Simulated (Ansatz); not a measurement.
# BeC2 (built on the sites of a database entry of BaC2): following an unstable mode

Wanted: the energy along a soft mode of BeC2 (built on the sites of a database entry of BaC2) and the structure at the end.

Method: DFT PBE+D4, scalar-relativistic, plane waves, PAW, in Ansatz 0.2.0.

The structure was built from a prototype and need not be the compound's stable phase.

### 1. The structure

The structure is tetragonal, space group I4/mmm (No. 139). The conventional cell has a = 3.659 Å, b = 3.659 Å, c = 4.640 Å, α = 90.00°, β = 90.00°, γ = 90.00°. Be has 2 C at 1.70 Å nearest. Nearest to C lie 1 C at 1.25 Å and 1 Be at 1.70 Å. Farther neighbours are not listed.

### 2. Response at finite wavevector

The cell comes from relaxations at this level that are not shown. Stability and thermal properties need the whole zone. Linear response on a 4×4×4 q mesh gives force constants as far as a supercell of that size would, and the tensors from the zone-centre run are typed in so that the long-range dipole term is interpolated apart.

Input file input.yaml:

```yaml
crystal:
  lattice:
    - [-1.8293136088, 1.8293136088, 2.3198747691]
    - [1.8293136088, -1.8293136088, 2.3198747691]
    - [1.8293136088, 1.8293136088, -2.3198747691]
  atoms:
    - { symbol: Be, position: [0.0, 0.0, 0.0] }
    - { symbol: C, position: [0.634445879, 0.634445879, 0.0] }
    - { symbol: C, position: [0.365554121, 0.365554121, 0.0] }
kpoints:
  mp_grid: { grid: [12, 12, 12] }
hamiltonian:
  xc: pbe
  dispersion: d4
scf:
  occupations: { method: fixed }
output:
  eigenvalues: true
phonons:
  method: dfpt
  qmesh: [4, 4, 4]
  temperatures: { t_max: 1000, t_step: 50 }
  qpath:
    path:
      - [[0.0, 0.0, 0.0], [0.0, 0.0, 0.5], [0.25, 0.25, 0.25], [0.0, 0.5, 0.0], [0.0, 0.0, 0.0], [0.5, 0.5, -0.5], [0.40544876, 0.59455124, -0.40544876]]
      - [[-0.40544876, 0.40544876, 0.40544876], [0.0, 0.0, 0.0]]
      - [[0.0, 0.0, 0.5], [-0.31089752, 0.31089752, 0.5]]
      - [[0.5, 0.5, -0.31089752], [0.5, 0.5, -0.5]]
    npoints: 10
  non_analytic_term:
    high_frequency_dielectric_tensor: [[5.822, 0.0, 0.0], [0.0, 5.822, 0.0], [0.0, 0.0, 7.2717]]
    born_effective_charges:
      - { species: Be, tensor: [[2.671, 0.0, 0.0], [0.0, 2.671, 0.0], [0.0, 0.0, 1.9113]] }
      - { species: C, tensor: [[-1.3355, 0.0, 0.0], [0.0, -1.3355, 0.0], [0.0, 0.0, -0.9557]] }
      - { species: C, tensor: [[-1.3355, 0.0, 0.0], [0.0, -1.3355, 0.0], [0.0, 0.0, -0.9557]] }
    source: "zone-centre run at this cell"
```

Launch:

```console
$ ansatz run input.yaml --threads 4 --pin off --max-ram 7168MiB --backend cpu --events-out ev --progress --plain --runs-dir out
```

Numbers of over 12 decimals in the logs are rounded to 6 here.

What it wrote:

```text
Warning: phonons: the dynamical matrix that this run interpolates holds no multipole term above the dipole-dipole one, and a site of this crystal is no centre of inversion, so its interpolated transverse optical and acoustic branches and sound speeds can stay off near Gamma, and the density of states and the thermodynamics with them. What a run solves at a wave vector of phonons.qpoints, Gamma apart, where the deck admits one, is free of this, and under fd what a larger phonons.supercell samples
Engine: ansatz 0.2.0, aarch64-unknown-linux-gnu
Pseudopotentials: kind: paw
Pseudopotential: Be, paw, valence charge 2, recommended cutoff 420 eV (normal), Be.paw.azcp
Pseudopotential: C, paw, valence charge 4, recommended cutoff 420 eV (normal), C.paw.azcp
Functional definition: PBE
  parameter kappa = 0.804
  parameter beta = 0.066725
  exchange = pbe_x(kappa = kappa, mu = beta*pi^2/3)
  correlation = pbe_c(beta = beta)
Crystal: 3 atoms, lattice volume = 31.053 Å³
Basis set: ecut = 420 eV, 603 PW (Γ), exchange–correlation on 48×48×48 points (8 copies of the dense FFT grid, shifted against one another)
Bands: 9, of which v1, the nominal top of the filled ones, is band 5 counted from 1 (4 counted from 0)
Symmetry: 16 space group operations
k-points: 163 of 1728
Non-local potential: Be, projectors of the file, l = 0: 2, l = 1: 2, l = 2: 1
Non-local potential: C, projectors of the file, l = 0: 2, l = 1: 2, l = 2: 1
PAW form: soft (Blöchl's): semilocal exchange-correlation on the pseudo side does not see the compensation charge
PAW one-centre angular grid: Be, 110 points (default); XC on 64 Gauss nodes
PAW one-centre angular grid: C, 110 points (default); XC on 64 Gauss nodes
Initial density: superposition of atomic densities (neutral atoms: chi_scale 0, normalization atom), corrected by the library's trained network
Initial wavefunctions: pseudopotential atomic-orbital guess
Functional: x = pbe(κ = 0.804, μ = 0.219515), c = pbe(β = 0.066725)
SCF iter   1: F=—  HF=-592.702699 eV  |F-HF|=—  |Δ(HF+E_count)|=         —  Δρ=4.75e-3  dr2=5.43e-3  ethr=1.77e-3  ⟨swp⟩=5.0  Hψ=9433  notcnv=0  defer=300
preconditioner: auto → none  [insulator: Δε(μ)=2.397 eV  Ē_g=11.911 eV  n_scr=8 (ndim 8)  ℏωp=21.1 eV  f_vac=0.000  ε∞_Penn≈4.1]
SCF iter   2: F=—  HF=-592.704210 eV  |F-HF|=—  |Δ(HF+E_count)|=   1.51e-3  Δρ=2.13e-3  dr2=1.09e-3  ethr=5.43e-5  ⟨swp⟩=2.5  Hψ=3545  notcnv=0  defer=326
SCF iter   3: F=—  HF=-592.705036 eV  |F-HF|=—  |Δ(HF+E_count)|=   8.27e-4  Δρ=4.14e-4  dr2=7.04e-5  ethr=1.09e-5  ⟨swp⟩=2.0  Hψ=2445  notcnv=0  defer=326
SCF iter   4: F=—  HF=-592.705022 eV  |F-HF|=—  |Δ(HF+E_count)|=   1.42e-5  Δρ=1.16e-4  dr2=2.84e-6  ethr=7.04e-7  ⟨swp⟩=2.3  Hψ=2186  notcnv=0  defer=67
SCF iter   5: F=—  HF=-592.705025 eV  |F-HF|=—  |Δ(HF+E_count)|=   3.25e-6  Δρ=2.43e-5  dr2=1.58e-7  ethr=2.84e-8  ⟨swp⟩=2.1  Hψ=2225  notcnv=0
SCF iter   6: F=—  HF=-592.705025 eV  |F-HF|=—  |Δ(HF+E_count)|=   1.21e-7  Δρ=4.38e-6  dr2=3.24e-9  ethr=1.58e-9  ⟨swp⟩=2.5  Hψ=2227  notcnv=0
SCF iter   7: F=—  HF=-592.705025 eV  |F-HF|=—  |Δ(HF+E_count)|=   2.42e-9  Δρ=4.96e-7  dr2=4.97e-11  ethr=3.24e-11  ⟨swp⟩=2.2  Hψ=2245  notcnv=0
SCF iter   8: F=-592.705025 eV  HF=-592.705025 eV  |F-HF|=2.27e-13  |Δ(HF+E_count)|=  1.46e-11  Δρ=7.71e-8  dr2=1.04e-12  ethr=1.00e-12  ⟨swp⟩=6.8  Hψ=7723  notcnv=0
SCF 1 converged in 8 iterations: F = -592.705025 eV  dr2 = 1.04e-12
  greatest PAW one-centre occupation: 0.714 electrons in one spin orbital (limit 2), on the C atom at site 2 (counted from 0), in its partial waves of l = 0
NSCF: frozen V_eff on 163 k-points
NSCF: frozen V_eff on 280 k-points
DFPT response loops at q = (0, 0, 0) (fractional): preconditioner auto → none (the input reference at scf.mixing.eps_inf says where Resta's filter doesn't serve); β = 0.50; Broyden in place of MSR1
NSCF: frozen V_eff on 1872 k-points
DFPT response loops at q = (0, 0, 0.25) (fractional): mixed as the last ones told, above
NSCF: frozen V_eff on 952 k-points
DFPT response loops at q = (0, 0, -0.5) (fractional): preconditioner auto → Resta (q_TF=auto, 2.259 Å⁻¹)  ε∞=5.0 (no band partly filled); β = 1.00, the filter's whole step (`scf.mixing.beta` (0.50) is not read by the response loops at its default; to damp them type it under 1.00, their step now; it binds the ground state too); Broyden in place of MSR1
NSCF: frozen V_eff on 1872 k-points
DFPT response loops at q = (0, 0.25, 0) (fractional): preconditioner auto → none (the input reference at scf.mixing.eps_inf says where Resta's filter doesn't serve); β = 0.50; Broyden in place of MSR1
NSCF: frozen V_eff on 3456 k-points
DFPT response loops at q = (0, 0.25, 0.25) (fractional): mixed as the last ones told, above
NSCF: frozen V_eff on 952 k-points
DFPT response loops at q = (0, -0.5, 0) (fractional): preconditioner auto → Resta (q_TF=auto, 2.259 Å⁻¹)  ε∞=5.0 (no band partly filled); β = 1.00, the filter's whole step (`scf.mixing.beta` (0.50) is not read by the response loops at its default; to damp them type it under 1.00, their step now; it binds the ground state too); Broyden in place of MSR1
NSCF: frozen V_eff on 3456 k-points
DFPT response loops at q = (0, -0.5, 0.25) (fractional): preconditioner auto → none (the input reference at scf.mixing.eps_inf says where Resta's filter doesn't serve); β = 0.50; Broyden in place of MSR1
NSCF: frozen V_eff on 900 k-points
DFPT response loops at q = (0.25, 0.25, 0.25) (fractional): mixed as the last ones told, above
NSCF: frozen V_eff on 1020 k-points
DFPT response loops at q = (0.25, 0.25, -0.25) (fractional): mixed as the last ones told, above
NSCF: frozen V_eff on 1872 k-points
DFPT response loops at q = (0.25, -0.5, -0.5) (fractional): mixed as the last ones told, above
NSCF: frozen V_eff on 1020 k-points
DFPT response loops at q = (0.25, -0.25, 0.25) (fractional): mixed as the last ones told, above
NSCF: frozen V_eff on 1872 k-points
DFPT response loops at q = (0.25, -0.25, -0.5) (fractional): mixed as the last ones told, above
NSCF: frozen V_eff on 560 k-points
DFPT response loops at q = (-0.5, -0.5, -0.5) (fractional): mixed as the last ones told, above
SCF converged after 8 iterations
Free energy (F): -592.705025 eV
Harris-Foulkes:  -592.705025 eV  (|F-HF|=2.27e-13)
Internal energy: -592.705025 eV  (E = F + TS)
E sigma→0 (E₀):  -592.705025 eV
Fermi energy:    3.686590 eV
--- Per-component energies (eV) ---
  E_band       = -14.956108
  E_kinetic    = 192.411355
  E_local      = -271.399660  (includes V_loc(G=0)·N_el)
  E_nonlocal   = 61.797770
  E_hartree    = 76.226344
  E_xc         = -113.182090
  E_vxc        = -136.077531  (∫ρ·V_xc dr)
  E_paw        = -257.557568  (= ΣΔE_a)
  E_vpaw       = -14.140740  (= ΣTr[D̂ρ^β])
  E_aug_tail   = 0.000012  (compensation charges beyond the density's cutoff)
  E_ewald      = -280.452863
  E_disp       = -0.548324  (pairwise vdW)
  E_smearing   = -0.000000  (= −TS)
  E_closure    = 0.000000  (closes the sum)
  Σ components = -592.705025   (vs F -592.705025, Δ=0.00e0)
--- Band table (eV; the first three rows and the last of 163) ---
  k-point 0: bands = ["-10.2407", "-0.6377", "0.0997", "3.6866", "3.6866", "7.9178", "7.9178", "11.5871", "11.5871"]
  k-point 1: bands = ["-10.1728", "-0.7238", "-0.0527", "3.6021", "3.6576", "7.7553", "8.2368", "11.0447", "11.4223"]
  k-point 2: bands = ["-9.9794", "-0.9297", "-0.4260", "3.2120", "3.5749", "7.3526", "9.0869", "10.5359", "11.1047"]
  k-point 162: bands = ["-8.6446", "-3.5067", "0.5489", "0.5489", "1.3456", "10.5809", "10.9175", "12.1189", "12.1189"]
--- Phonons (Γ-DFPT): 4 representative perturbations + reference (Σ response iterations 12) ---
  ASR residual: 5.630e-5 → 0.000e0 eV/Å²; symmetrization residual: 3.056e-7 eV/Å²
  pairwise dispersion correction: d4 (s6 = 1.0, s8 = 0.95948085, s9 = 1.0, a1 = 0.38574991, a2_bohr = 4.80688534), with the weights of each atom's references fixed at the reference crystal's, and the forces and stress that the weights' published response gives there kept as a pressure on the atom's counted neighbours (hamiltonian.dispersion)
  ASR residual per site (eV/Å²): 3.78e-5 5.63e-5 5.63e-5
  Γ frequencies (cm⁻¹): -389.60 -389.60 0.00 0.00 0.00 429.43 429.43 1098.11 1979.44
--- Phonons (arbitrary-q DFPT): 13 irreducible q on the 4×4×4 mesh ---
  q = [0.0000, 0.0000, 0.0000] (star 1, of the zone-centre solve; hermiticity 6.52e-9, symmetrization 1.21e-15): -389.60 -389.60 -0.00 0.00 0.00 429.43 429.43 1098.11 1979.44
  q = [0.0000, 0.0000, 0.2500] (star 4, 4 solved perturbations in 2892 linear systems a pass and spin channel, the states on 936 of 1728 k-point pairs; hermiticity 6.03e-7, symmetrization 2.50e-7): -394.77 -70.48 95.99 110.25 367.42 393.84 435.51 1096.17 1988.90
  q = [0.0000, 0.0000, -0.5000] (star 2, 4 solved perturbations in 1512 linear systems a pass and spin channel, the states on 476 of 1728 k-point pairs; hermiticity 3.27e-6, symmetrization 1.53e-6): -406.40 -283.22 134.18 137.69 367.38 399.84 442.24 1093.31 1996.84
  q = [0.0000, 0.2500, 0.0000] (star 8, 6 solved perturbations on 936 of 1728 k-point pairs; hermiticity 1.46e-8, symmetrization 2.15e-10): -312.38 103.86 126.07 173.75 371.77 420.03 433.05 1044.80 2001.41
  q = [0.0000, 0.2500, 0.2500] (star 16, 6 solved perturbations on 1728 of 1728 k-point pairs: no pair is spared here; hermiticity 1.00e-8, symmetrization 1.48e-15): -303.01 -214.54 157.03 313.59 392.79 412.63 436.03 1022.35 2009.47
  q = [0.0000, -0.5000, 0.0000] (star 4, 6 solved perturbations on 476 of 1728 k-point pairs; hermiticity 1.76e-6, symmetrization 1.20e-6): -261.83 146.97 209.43 226.56 410.31 422.34 610.75 913.09 2019.99
  q = [0.0000, -0.5000, 0.2500] (star 8, 4 solved perturbations in 5328 linear systems a pass and spin channel, the states on 1728 of 1728 k-point pairs; hermiticity 9.66e-9, symmetrization 1.82e-10): -335.81 -165.34 215.15 222.38 414.23 429.74 609.24 904.56 2021.11
  q = [0.2500, 0.2500, 0.2500] (star 2, 4 solved perturbations in 1424 linear systems a pass and spin channel, the states on 450 of 1728 k-point pairs; hermiticity 1.84e-6, symmetrization 4.06e-7): -341.95 -341.95 225.53 225.53 436.89 436.89 606.82 892.74 2021.57
  q = [0.2500, 0.2500, -0.2500] (star 2, 4 solved perturbations in 1608 linear systems a pass and spin channel, the states on 510 of 1728 k-point pairs; hermiticity 8.41e-9, symmetrization 5.44e-11): -338.46 -338.46 204.78 204.78 421.72 421.72 608.62 902.86 2023.15
  q = [0.2500, -0.5000, -0.5000] (star 8, 6 solved perturbations on 936 of 1728 k-point pairs; hermiticity 1.02e-8, symmetrization 4.60e-9): -284.35 -213.24 288.17 300.63 401.87 401.99 423.56 1013.12 2018.94
  q = [0.2500, -0.2500, 0.2500] (star 4, 6 solved perturbations on 510 of 1728 k-point pairs; hermiticity 4.60e-7, symmetrization 1.86e-7): -242.61 137.92 155.99 239.36 354.43 399.02 401.64 1094.20 1998.82
  q = [0.2500, -0.2500, -0.5000] (star 4, 4 solved perturbations in 2892 linear systems a pass and spin channel, the states on 936 of 1728 k-point pairs; hermiticity 3.35e-6, symmetrization 1.17e-6): -285.87 -142.69 176.96 243.56 373.73 380.25 407.17 1091.45 2007.29
  q = [-0.5000, -0.5000, -0.5000] (star 1, 4 solved perturbations in 886 linear systems a pass and spin channel, the states on 280 of 1728 k-point pairs; hermiticity 4.87e-6, symmetrization 1.83e-6): -298.87 -298.87 196.03 356.41 356.41 380.26 380.26 1088.90 2016.51
  sum rule: each row above includes the acoustic sum rule's correction from the zone centre's row sums; it moved no ω² by more than (1.13 cm⁻¹)²
  mesh force constants: q→R imaginary residual 8.83e-19; ASR residual 5.630e-5 → 0.000e0 eV/Å²; symmetrization residual 1.421e-14 eV/Å²
  interpolated dispersion: 95 rows × 9 modes
  density of states and harmonic sums: on the 24×24×24 q-mesh, interpolated from the force constants of a 4×4×4 supercell (with the dipole–dipole term of supplied tensors)
  largest difference from the sums on the solved wave vectors: F 6.92e-3 eV, S 7.80e-6 and C_V 2.60e-6 eV/K
  zero-point energy: 0.293885 eV/cell   skipped modes (ω ≤ 0): 1895, of them read as no rigid motion or as one in doubt: 1892 (1.787e0 modes/cell left out, lowest -406.40 cm⁻¹)   left out of the sums: 1.99e-1 of the cell's modes: C_V's classical limit lies that fraction below 3 k_B per atom; for a crystal, a wire or a layer, F and S can be off by more, and a phonons.interpolated_qmesh denser along its periods is the remedy for the sampling
```

The job ended after 3.7 min (4 threads of Arm Neoverse V1, shared host; peak memory 1.4 GiB).

Numbers from this step:

```
gap on the k-mesh                                       : 2.400 eV
volume per atom                                         : 10.35 Å³
sum-rule residual before enforcement                    : 5.63e-5 eV/Å²
lowest frequency on the path                            : -406.4 cm⁻¹
point group                                             : 4/mmm
highest frequency on the path or at a solved wavevector : 2026 cm⁻¹
highest optical mode at the zone centre (no LO-TO term) : 1979 cm⁻¹
lowest optical zone-centre mode                         : -389.6 cm⁻¹
lowest mode on the q mesh (acoustic modes at Γ apart)   : -406.4 cm⁻¹
```

Frequencies (cm⁻¹) solved at each irreducible wavevector; negative means imaginary. Frequencies by wavevector, by row:

```csv
q in reciprocal lattice units,star,mode 1,mode 2,mode 3,mode 4,mode 5,mode 6,mode 7,mode 8,mode 9
0 0 0,1,-389.6,-389.6,0,0,0,429.4,429.4,1098,1979
0 0 0.25,4,-394.8,-70.5,96,110.2,367.4,393.8,435.5,1096,1989
0 0 -0.5,2,-406.4,-283.2,134.2,137.7,367.4,399.8,442.2,1093,1997
0 0.25 0,8,-312.4,103.9,126.1,173.8,371.8,420,433.1,1045,2001
0 0.25 0.25,16,-303,-214.5,157,313.6,392.8,412.6,436,1022,2010
0 -0.5 0,4,-261.8,147,209.4,226.6,410.3,422.3,610.8,913.1,2020
0 -0.5 0.25,8,-335.8,-165.3,215.2,222.4,414.2,429.7,609.2,904.6,2021
0.25 0.25 0.25,2,-341.9,-341.9,225.5,225.5,436.9,436.9,606.8,892.7,2022
0.25 0.25 -0.25,2,-338.5,-338.5,204.8,204.8,421.7,421.7,608.6,902.9,2023
0.25 -0.5 -0.5,8,-284.4,-213.2,288.2,300.6,401.9,402,423.6,1013,2019
0.25 -0.25 0.25,4,-242.6,137.9,156,239.4,354.4,399,401.6,1094,1999
0.25 -0.25 -0.5,4,-285.9,-142.7,177,243.6,373.7,380.2,407.2,1092,2007
-0.5 -0.5 -0.5,1,-298.9,-298.9,196,356.4,356.4,380.3,380.3,1089,2016
```

Interpolated from a 4×4×4 q mesh, with the LO-TO term (at Γ the limit along the path; where Γ stands inside the path, tables give the limit on arrival). Phonon branches along the path, in cm⁻¹:

```csv
point,branch 1,branch 2,branch 3,branch 4,branch 5,branch 6,branch 7,branch 8,branch 9
Γ,-390,0,0,0,380,429,429,1098,1979
halfway,-395,-70,96,110,367,394,436,1096,1989
X,-406,-283,134,138,367,400,442,1093,1997
halfway,-375,-305,155,317,390,421,444,1019,2009
P,-342,-342,226,226,437,437,607,893,2022
halfway,-306,-230,225,227,423,428,609,902,2021
N,-262,147,209,227,410,422,611,913,2020
halfway,-312,104,126,174,372,420,433,1045,2001
Γ,-390,0,0,0,89,429,429,1125,1979
halfway,-338,-338,205,205,422,422,609,903,2023
M,-299,-299,196,356,356,380,380,1089,2016
halfway,-292,-283,195,353,356,381,382,1089,2016
S,-275,-235,192,344,354,384,385,1090,2014
jump to S0,-275,-235,192,344,354,384,385,1090,2014
halfway,-277,133,136,180,356,405,409,1096,1993
Γ,-390,0,0,0,380,429,429,1098,1979
jump to X,-406,-283,134,138,367,400,442,1093,1997
halfway,-286,-254,153,157,370,393,425,1092,2002
R,-288,-175,186,301,371,377,397,1091,2011
jump to G′,-288,-175,186,301,371,377,397,1091,2011
halfway,-294,-261,194,344,360,380,385,1090,2015
M,-299,-299,196,356,356,380,380,1089,2016
```

The phonon branches as a text plot (rows in cm⁻¹; labels by their first letter):

```
   1975 |********************************************************
   1874 |
   1772 |
   1671 |
   1570 |
   1468 |
   1367 |
   1266 |
   1164 |                         ***
   1063 |***********           ***   **   ***********************
    962 |           *      ****        * *
    860 |            ******             *
    759 |
    658 |              *****            *
    556 |           ***     ***        * *
    455 |*********************************         **********
    354 |***********           **         ***********************
    252 |         * ***********  *   *  ** *     **         **
    151 |    ********      *******  * **    *********    ********
     50 |*****            *     ******               ****
    -52 |    *                                  *
   -153 |     *          *                                 ***
   -254 |      ****     *******            *********     ********
   -356 |****************      ************         *******
         Γ       X    P    N       Γ        M S|S      Γ|X  R|G M
```

Symmetry leaves 13 wavevectors to solve. The lowest mode among them, the acoustic zeros apart, lies at q = (0, 0, -0.5) and is imaginary, 406.4i cm⁻¹, so the energy falls along it.

### 3. The mode frozen in, largest atomic shift 0 Å

The mode followed lies at q = (0, 0, -0.5) with frequency 406.4i cm⁻¹, the softest among the wavevectors solved. At small amplitude the distorted cell has space group no. 63 by a symmetry search on the positions. The undistorted cell that holds it gives the zero of energy on the same k mesh.

System of this step: BeC2 (built on the sites of a database entry of BaC2). Symmetry: I4/mmm, No. 139, tetragonal system. Conventional cell: a = 3.659 Å, b = 3.659 Å, c = 4.640 Å, α = 90.00°, β = 90.00°, γ = 90.00°. Nearest to Be lie 2 C at 1.70 Å. Nearest to C lie 1 C at 1.25 Å and 1 Be at 1.70 Å. Farther neighbours are not listed.

Input file input.yaml:

```yaml
crystal:
  lattice:
    - [-1.8293136088, 1.8293136088, 2.3198747691]
    - [1.8293136088, -1.8293136088, 2.3198747691]
    - [3.6586272175, 3.6586272175, 0.0]
  atoms:
    - { symbol: Be, position: [0.0, 0.0, 0.0] }
    - { symbol: Be, position: [0.5, 0.5, 0.5] }
    - { symbol: C, position: [0.134445879, 0.134445879, 0.5] }
    - { symbol: C, position: [0.634445879, 0.634445879, 0.0] }
    - { symbol: C, position: [0.865554121, 0.865554121, 0.5] }
    - { symbol: C, position: [0.365554121, 0.365554121, 0.0] }
kpoints:
  mp_grid: { grid: [8, 8, 6] }
hamiltonian:
  xc: pbe
  dispersion: d4
scf:
  occupations: { method: gaussian, width: 0.02 }
output:
  forces: true
  stress: true
  eigenvalues: true
```

What it wrote:

```text
[...]
Crystal: 6 atoms, lattice volume = 62.106 Å³
Basis set: ecut = 420 eV, 1223 PW (Γ), exchange–correlation on 48×48×72 points (8 copies of the dense FFT grid, shifted against one another)
Bands: 16, of which v1, the nominal top of the filled ones, is band 10 counted from 1 (9 counted from 0)
Symmetry: 16 space group operations
[...]
k-points: 84 of 384
[...]
k-point 0: bands = [... 6 lower, 0.2611, 3.1796, 3.6866, 3.6866, 6.0865, 7.9178, 7.9178, 10.7826, ... 1 higher]
  k-point 1: bands = [... 6 lower, 0.6013, 3.2176, 3.6021, 3.6576, 6.1825, 7.7553, 8.2369, 10.7706, ... 1 higher]
  k-point 2: bands = [... 6 lower, 1.4248, 3.2120, 3.3194, 3.5749, 6.4589, 7.3526, 9.0870, 10.5359, ... 1 higher]
  k-point 83: bands = [... 6 lower, -0.2228, -0.2228, 3.4471, 3.4471, 8.8857, 8.8857, 9.4888, 9.4888, ... 1 higher]
[key lines of the parts left out:]
SCF converged after 7 iterations
Free energy (F): -1185.410073 eV
Fermi energy:    4.886540 eV
P = ⅓ Tr σ = 0.0001 GPa (0.001 kbar)
```

It took 1.4 s on 4 threads; peak memory 0.36 GiB; 5.2 s of CPU time.

Numbers from this step:

```yaml
pressure: 1.33e-4 GPa
energy_from_the_undistorted_cell: 0 meV/atom
```

At this level the gap is 2.40 eV on the k-mesh of the self-consistent run, which can miss the band edges.

[end of part 1 of 3]

[Logs are printed without paths, hosts, clocks, repeated set-up lines and the standing remarks that a program may print on its own settings, such as how far it seeks lower states.]

[Hosts, paths, dates, database ids (printed as entryN), source tags and the programs' standing remarks are cut or masked in the printed files.]
